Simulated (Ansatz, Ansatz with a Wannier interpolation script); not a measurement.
Rows from a G0W0 calculation on AlH3 (R-3c) (Ansatz 0.2.0; G0W0 on LDA, plane waves, PAW; 4×4×4 mesh, 281 empty bands, screening to 150 eV), in eV. Spin-orbit coupling is left out.

```
row                        k  band  start       Σx  Σc at the solution      Vxc
  A  (0.000, -0.500, -0.500)    c2  8.361   -6.666              -4.582  -11.935
  B                        Γ    c1  2.999   -8.278              -3.645  -12.868
  C                        Γ    v1  0.986  -15.355               2.133  -11.876
  D                        Γ    c2  6.651   -3.646              -4.219   -8.527
  E  (0.000, -0.500, -0.500)    c1  6.339   -4.863              -3.985   -9.371
  F  (0.000, -0.500, -0.500)    v1  0.982  -14.587               1.947  -11.389
```

**Question.** Give the quasiparticle energies and the shift of each level.

The quasiparticle equation reads E = start + Σx + Σc(E) − Vxc.

```
row  E (eV)  shift (eV)
  A   9.049      +0.687
  B   3.944      +0.945
  C  -0.360      −1.346
  D   7.313      +0.663
  E   6.863      +0.523
  F  -0.269      −1.251
```

The gap over the computed points goes from 1.96 eV to 4.21 eV.

Limits: not at the basis limit.

[Paths, hosts, dates, memory and timing lines, banners, echoed tables and standing remarks are left out of the program output.]

[Logs are printed without paths, hosts, clocks, repeated set-up lines and the standing remarks that a program may print on its own settings, such as how far it seeks lower states.]

[Runs of the session that timed out or met a known fault of the program may be left out.]

[Hosts, paths, dates, database ids (printed as entryN), source tags and the programs' standing remarks are cut or masked in the printed files.]
